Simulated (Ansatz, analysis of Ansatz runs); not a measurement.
# An added hole started on F in NaMnF4 (P2_1/c), part 2 of 2

Aim: the energy barrier that a trapped hole meets when it moves from one F atom to another one nearby in NaMnF4 (P2_1/c). The model is a cell of 48 host atoms.

Ansatz 0.2.0; plane-wave PAW DFT, PBEsol+U; relaxation of all atoms of a supercell at fixed charge in a uniform background; PAW set soft_1.

So far. Step 2 (The cell without the carrier): The largest displacement from an ideal site is 0.035 Å.

### Step 3. The hole on the first site

The nearest neighbour or neighbours of the site start displaced and the site's starting moment is changed by the carrier's spin, since a carrier doesn't trap itself in the undistorted lattice.

A.relax/input.yaml

```yaml
crystal:
  lattice:
    - [-7.65226429, 4.91333815, 5.48807623]
    - [3.92236856, -4.91333873, 5.54576813]
    - [7.65226411, 4.91333852, -5.48807681]
  atoms:
    - { symbol: Na, position: [0.250388, 0.250094, 0.499988] }
    - { symbol: Na, position: [0.250285, 0.749929, -7.8e-05] }
    - { symbol: Na, position: [0.750162, 0.249854, -0.000146] }
    - { symbol: Na, position: [0.750299, 0.749901, 0.499905] }
    - { symbol: Na, position: [0.250291, -0.000111, 0.749984] }
    - { symbol: Na, position: [0.250394, 0.499933, 0.249962] }
    - { symbol: Na, position: [0.750249, -8.0e-06, 0.249874] }
    - { symbol: Na, position: [0.750371, 0.500011, 0.750065] }
    - { symbol: Mn, position: [0.000316, 0.249961, 0.749881], spin: 4.0 }
    - { symbol: Mn, position: [0.000426, 0.750043, 0.250074], spin: 4.0 }
    - { symbol: Mn, position: [0.500307, 0.249957, 0.249938], spin: 4.0 }
    - { symbol: Mn, position: [0.498043, 0.772606, 0.758172], spin: 4.0 }
    - { symbol: Mn, position: [0.000206, -8.1e-05, -0.000157], spin: -4.0 }
    - { symbol: Mn, position: [0.000409, 0.499955, 0.499948], spin: -4.0 }
    - { symbol: Mn, position: [0.500428, 1.0e-05, 0.50001], spin: -4.0 }
    - { symbol: Mn, position: [0.500318, 0.499953, -7.6e-05], spin: -4.0 }
    - { symbol: F, position: [0.134039, 0.208737, 0.228397] }
    - { symbol: F, position: [0.13422, 0.708762, 0.728534] }
    - { symbol: F, position: [0.634186, 0.208807, 0.728571] }
    - { symbol: F, position: [0.633933, 0.708758, 0.228416] }
    - { symbol: F, position: [0.020097, 0.041151, 0.674855] }
    - { symbol: F, position: [0.020143, 0.541211, 0.174953] }
    - { symbol: F, position: [0.519977, 0.041138, 0.174849] }
    - { symbol: F, position: [0.520152, 0.541208, 0.674938], spin: 1.0 }
    - { symbol: F, position: [0.366721, 0.291097, 0.771457] }
    - { symbol: F, position: [0.366704, 0.791232, 0.271462] }
    - { symbol: F, position: [0.86665, 0.291139, 0.271366] }
    - { symbol: F, position: [0.866353, 0.791033, 0.771314] }
    - { symbol: F, position: [0.480636, 0.458777, 0.325029] }
    - { symbol: F, position: [0.480564, 0.95879, 0.825074] }
    - { symbol: F, position: [0.98052, 0.458747, 0.824923] }
    - { symbol: F, position: [0.980698, 0.958872, 0.325206] }
    - { symbol: F, position: [0.448018, 0.270934, 0.055192] }
    - { symbol: F, position: [0.44807, 0.770971, 0.55524] }
    - { symbol: F, position: [0.947939, 0.27092, 0.555075] }
    - { symbol: F, position: [0.948054, 0.770955, 0.055304] }
    - { symbol: F, position: [0.284488, 0.478894, 0.92647] }
    - { symbol: F, position: [0.284695, 0.97905, 0.426766] }
    - { symbol: F, position: [0.784768, 0.479131, 0.426733] }
    - { symbol: F, position: [0.784538, 0.979036, 0.926654] }
    - { symbol: F, position: [0.052777, 0.229125, 0.944736] }
    - { symbol: F, position: [0.052723, 0.729023, 0.444794] }
    - { symbol: F, position: [0.552587, 0.229006, 0.444685] }
    - { symbol: F, position: [0.552594, 0.72901, 0.944698] }
    - { symbol: F, position: [0.215813, 0.020718, 0.072983] }
    - { symbol: F, position: [0.216156, 0.521017, 0.573199] }
    - { symbol: F, position: [0.716195, 0.020981, 0.573317] }
    - { symbol: F, position: [0.716159, 0.521102, 0.073332] }
total_charge: 1
basis:
  ecutwfc: 420
  xc_grid: 2
hamiltonian:
  xc: pbesol
  hubbard:
    sites: [{ species: Mn, l: d, u_eff: 4.5 }, { species: F, l: p, u_eff: 5.0 }]
    projectors: ortho-atomic
  pseudopotentials: { kind: paw, azcp: { folder: soft_1 }, xc_functional: pbe }
kpoints:
  mp_grid: { grid: [1, 1, 1] }
magnetization:
  spin_polarized: true
  initial_magnetization: 1
  spin_locking: { lock_magnetization: hard }
scf:
  occupations: { method: fermi_dirac, width: 0.01 }
  max_iter: 120
  lower_state_search: "off"
output:
  forces: true
relax:
  f_tol: 0.015
  max_steps: 70
  escape_saddle: false
checkpoint:
  write: "../A.relax.run"
  compress: false
  write_wavefunctions: true
  write_every: 100000
```

The run is started by

```sh
$ ansatz run input.yaml --threads 4 --pin off --max-ram 9420MiB --backend cpu --events-out ev --progress --plain --runs-dir out
```

Numbers of over 12 decimals in the logs are rounded to 6 here.

The log of the run:

```text
[...]
Crystal: 48 atoms, lattice volume = 628.553 Å³
Basis set: ecut = 420 eV, 12265 PW (Γ), exchange–correlation on 144×120×144 points (8 copies of the dense FFT grid, shifted against one another)
Bands: 256, of which v1, the nominal top of the filled ones, is band 208 counted from 1 (207 counted from 0)
Symmetry: 1 space group operations
[...]
k-points: 1
[...]
Starting moments: Σ|m| = 33 μB on 9 of 48 sites
[...]
SCF iter   1: F=—  HF=-68442.847933 eV  |F-HF|=—  |Δ(HF+E_count)|=         —  Δρ=2.15e-1 (↑2.01e-1 ↓2.15e-1)  dr2=9.89e2  dr2_m=2.33e1  M=1.000 μB ∫|m|=29.326 μB  β_m=0.30  ethr=3.10e-3  ⟨swp⟩=6.0  Hψ=1720  notcnv=0  defer=40
[...]
spin=Collinear: Kerker preconditioning applied to the charge; magnetization (m = ρ↑ − ρ↓) channel mixes plain (no charge-response kernel on spin).
SCF iter   2: F=—  HF=-68358.483383 eV  |F-HF|=—  |Δ(HF+E_count)|=    8.44e1  Δρ=6.44e-2 (↑5.20e-2 ↓6.44e-2)  dr2=3.70e1  dr2_m=6.08e0  M=1.000 μB ∫|m|=33.096 μB  β_m=0.28  ethr=3.10e-3  ⟨swp⟩=4.0  Hψ=1250  notcnv=0  defer=56
[...]
SCF iter  23: F=-68368.449306 eV  HF=-68368.449307 eV  |F-HF|=3.53e-7  |Δ(HF+E_count)|=   5.16e-8  Δρ=7.79e-6 (↑2.07e-6 ↓7.79e-6)  dr2=5.43e-7  dr2_m=9.13e-8  M=1.000 μB ∫|m|=32.985 μB  ethr=1.36e-9  ⟨swp⟩=2.0  Hψ=1357  notcnv=0
SCF 1 converged in 23 iterations: F = -68368.449306 eV  dr2 = 5.43e-7
[...]
relax step   1: F+E_penalty+E_count = -68368.44930636 eV  Δ(F+E_penalty+E_count) = +0.000e0 eV  max|allowed force component| = 7.094e0 eV/Å  Δτ_max = 0.0000 Å  (23 SCF iters, dr2 threshold 5.63e-6 eV, accepted)
[...]
relax step   2: F+E_penalty+E_count = -68369.14131808 eV  Δ(F+E_penalty+E_count) = -6.920e-1 eV  max|allowed force component| = 3.748e0 eV/Å  Δτ_max = 0.0985 Å  (13 SCF iters, dr2 threshold 1.00e-4 eV, accepted)
relax step   3: F+E_penalty+E_count = -68369.02396789 eV  Δ(F+E_penalty+E_count) = +1.174e-1 eV  max|allowed force component| = 9.981e-1 eV/Å  Δτ_max = 0.2000 Å  (16 SCF iters, dr2 threshold 1.00e-4 eV, rejected (line search))
relax step   4: F+E_penalty+E_count = -68369.48739648 eV  Δ(F+E_penalty+E_count) = -3.461e-1 eV  max|allowed force component| = 4.107e-1 eV/Å  Δτ_max = 0.0976 Å  (19 SCF iters, accepted)
relax step   5: F+E_penalty+E_count = -68369.54408329 eV  Δ(F+E_penalty+E_count) = -5.669e-2 eV  max|allowed force component| = 3.782e-1 eV/Å  Δτ_max = 0.0379 Å  (13 SCF iters, dr2 threshold 1.05e-5 eV, accepted)
relax step   6: F+E_penalty+E_count = -68369.73046215 eV  Δ(F+E_penalty+E_count) = -1.864e-1 eV  max|allowed force component| = 1.173e0 eV/Å  Δτ_max = 0.1474 Å  (11 SCF iters, dr2 threshold 8.94e-6 eV, accepted)
relax step   7: F+E_penalty+E_count = -68369.86029171 eV  Δ(F+E_penalty+E_count) = -1.298e-1 eV  max|allowed force component| = 9.521e-1 eV/Å  Δτ_max = 0.0393 Å  (6 SCF iters, dr2 threshold 1.00e-4 eV, accepted)
relax step   8: F+E_penalty+E_count = -68369.89805215 eV  Δ(F+E_penalty+E_count) = -3.776e-2 eV  max|allowed force component| = 5.724e-1 eV/Å  Δτ_max = 0.1127 Å  (8 SCF iters, dr2 threshold 1.00e-4 eV, accepted)
relax step   9: F+E_penalty+E_count = -68369.94251915 eV  Δ(F+E_penalty+E_count) = -4.447e-2 eV  max|allowed force component| = 3.174e-1 eV/Å  Δτ_max = 0.0677 Å  (7 SCF iters, dr2 threshold 1.00e-4 eV, accepted)
relax step  10: F+E_penalty+E_count = -68369.98396361 eV  Δ(F+E_penalty+E_count) = -4.144e-2 eV  max|allowed force component| = 8.998e-2 eV/Å  Δτ_max = 0.0337 Å  (6 SCF iters, dr2 threshold 3.10e-5 eV, accepted)
relax step  11: F+E_penalty+E_count = -68369.98714225 eV  Δ(F+E_penalty+E_count) = -3.179e-3 eV  max|allowed force component| = 4.060e-2 eV/Å  Δτ_max = 0.0101 Å  (7 SCF iters, dr2 threshold 6.51e-7 eV, accepted)
SCF iter   1: F=—  HF=-68369.988903 eV  |F-HF|=—  |Δ(HF+E_count)|=         —  Δρ=5.36e-4 (↑5.36e-4 ↓4.80e-4)  dr2=2.11e-3  dr2_m=2.97e-4  M=1.000 μB ∫|m|=32.522 μB  β_m=0.30  ethr=4.63e-6  ⟨swp⟩=4.5  Hψ=1184  notcnv=0  defer=83
[...]
SCF iter   8: F=-68369.988131 eV  HF=-68369.988131 eV  |F-HF|=2.52e-8  |Δ(HF+E_count)|=   5.67e-8  Δρ=1.78e-6 (↑1.78e-6 ↓1.75e-6)  dr2=5.37e-8  dr2_m=2.11e-9  M=1.000 μB ∫|m|=32.522 μB  ethr=2.41e-11  ⟨swp⟩=3.0  Hψ=1348  notcnv=0
SCF 12 converged in 8 iterations: F = -68369.988131 eV  dr2 = 5.37e-8
relax step  12: F+E_penalty+E_count = -68369.98813132 eV  Δ(F+E_penalty+E_count) = -9.891e-4 eV  max|allowed force component| = 1.060e-2 eV/Å  Δτ_max = 0.0073 Å  (8 SCF iters, accepted)
NSCF: frozen V_eff on 1 k-points
[...]
SCF converged after 8 iterations
[...]
Magnetization: 1.0000 μB (208.0000 up, 207.0000 down)
Absolute magnetization: 32.5893 μB (∫|ρ↑−ρ↓|, with the PAW one-centre terms)
[...]
Per-site moments (μB) at R_I (Å): [(0.000189287, 0.927916), (0.000244435, 0.922947), (0.000243898, 0.923141), [... 45 left out ...]
Free energy (F): -68369.988131 eV
[...]
Internal energy: -68369.988131 eV  (E = F + TS)
E sigma→0 (E₀):  -68369.988131 eV
Fermi energy:    1.455738 (↑ 1.830338, ↓ 1.455738) eV
[...]
--- Forces (eV/Å), atoms counted from 1 ---
  atom   1  Na     0.00102007    -0.00526340    -0.00150929
  atom   2  Na     0.00131784    -0.00023061    -0.00115482
  [... 3 atoms left out ...]
  atom   6  Na    -0.00204501     0.00167544     0.00479131
  [... 5 atoms left out ...]
  atom  12  Mn    -0.00900038     0.00171781    -0.00521413
  [... 11 atoms left out ...]
  atom  24  F     -0.00314615     0.00064176     0.00302728
  [... 4 atoms left out ...]
  atom  29  F      0.00376331    -0.00165806    -0.00332666
  atom  30  F      0.00944818    -0.00402313     0.00082675
  [... 3 atoms left out ...]
  atom  34  F     -0.00508841     0.00460180    -0.01059703
  [... 5 atoms left out ...]
  atom  40  F      0.00059025    -0.00320991    -0.00445855
  [... 3 atoms left out ...]
  atom  44  F      0.00527453     0.00933503    -0.00502066
  [... 1 atom left out ...]
  atom  46  F      0.00050686     0.00631910     0.00885620
  [... 2 atoms left out ...]
  max |Σ_I F_I| component: 9.32e-5 eV/Å
--- Band table (eV) ---
[...]
Occupation matrices written to <dir>
--- Relaxed structure (12 steps of the walk, 11 accepted, 0 SCFs on fresh bases) ---
  F+E_penalty+E_count = -68369.98813132 eV   max|allowed force component| = 1.060e-2 eV/Å
  atoms:
    - { symbol: Na, position: [0.244409, 0.259049, 0.498871] }
    - { symbol: Na, position: [0.244927, 0.747841, -0.007919] }
    [... 3 atoms left out ...]
    - { symbol: Na, position: [0.246091, 0.494314, 0.240393] }
    [... 5 atoms left out ...]
    - { symbol: Mn, position: [0.502952, 0.759264, 0.753707] }
    [... 11 atoms left out ...]
    - { symbol: F, position: [0.518424, 0.554072, 0.666147] }
    [... 4 atoms left out ...]
    - { symbol: F, position: [0.482295, 0.446885, 0.334290] }
    - { symbol: F, position: [0.482104, 0.963660, 0.828498] }
    [... 3 atoms left out ...]
    - { symbol: F, position: [0.461412, 0.810818, 0.553982] }
    [... 5 atoms left out ...]
    - { symbol: F, position: [0.775888, 0.970367, 0.917437] }
    [... 3 atoms left out ...]
    - { symbol: F, position: [0.552787, 0.727458, 0.946516] }
    [... 1 atom left out ...]
    - { symbol: F, position: [0.226615, 0.544077, 0.576301] }
    [... 2 atoms left out ...]
```

The job ended after 81 s (4 threads of Intel Xeon at 2.60GHz (Ice Lake), shared host; peak memory 1.4 GiB).

Step by step:

```
step  energy less that of the first step (eV)  largest force component (eV/Å)
   1                                   0.0000                          7.0945
   2                                  -0.6920                          3.7478
   3                                  -0.5747                          0.9981
   4                                  -1.0381                          0.4107
   5                                  -1.0948                          0.3782
   6                                  -1.2812                          1.1725
   7                                  -1.4110                          0.9521
   8                                  -1.4487                          0.5724
   9                                  -1.4932                          0.3174
  10                                  -1.5347                          0.0900
  11                                  -1.5378                          0.0406
  12                                  -1.5388                          0.0106
```

Relaxation step 3 was tried and not accepted.

The atoms that moved most (Å):

```
atom      dx      dy      dz  length
 F34   0.045  -0.136   0.301   0.334
 F43  -0.038   0.132  -0.298   0.328
 F46   0.034  -0.047   0.168   0.178
 F39  -0.027   0.042  -0.166   0.174
 F24  -0.004  -0.115   0.110   0.159
 F29   0.012   0.112  -0.108   0.156
Mn12  -0.124   0.068  -0.023   0.143
 Na1   0.072  -0.079   0.023   0.109
```

The moves above count from the input, in which the site's nearest neighbours were already displaced; the distances below compare with the cell without the carrier.

Distances from F24 without and with the hole:

```
atom  without (Å)  with (Å)
Mn12         1.83      1.81
 Na8         2.26      2.31
 Na1         2.30      2.36
 F44         2.63      2.68
 F34         2.63      2.78
```

The largest changes of the moments are 0.66 μB on Mn15, 0.06 μB on F34 and 0.06 μB on F43. The carrier did not stay on the chosen site.

### Step 4. Results

| Item | Value |
| --- | --- |
| carrier trapped on the chosen site | no |
| size of the moment change on that site | 0.00 μB |

With PBEsol+U (4.5, 5 eV) (Mn d 4.5 eV, F p 5.0 eV) the hole does not stay on the chosen F atom: it moves to Mn15, so no hop between such sites was computed. The magnetic order was assumed and need not be the ground state; parallel spins on neighbours help a carrier to spread. The search for lower electronic states was switched off. The largest change of moment is on Mn, not on F: at this level the hole prefers other orbitals than those of the trial site. What this leaves open: sampling at the zone centre alone can move energies of charged and open-shell states by tenths of an eV or more in cells of this size; the images are only 8.4 Å apart; gap and trapping depend on the U chosen (Mn d 4.5 eV, F p 5.0 eV).

[Logs are printed without paths, hosts, clocks, repeated set-up lines and the standing remarks that a program may print on its own settings, such as how far it seeks lower states.]

[Hosts, paths, dates, database ids (printed as entryN), source tags and the programs' standing remarks are cut or masked in the printed files.]
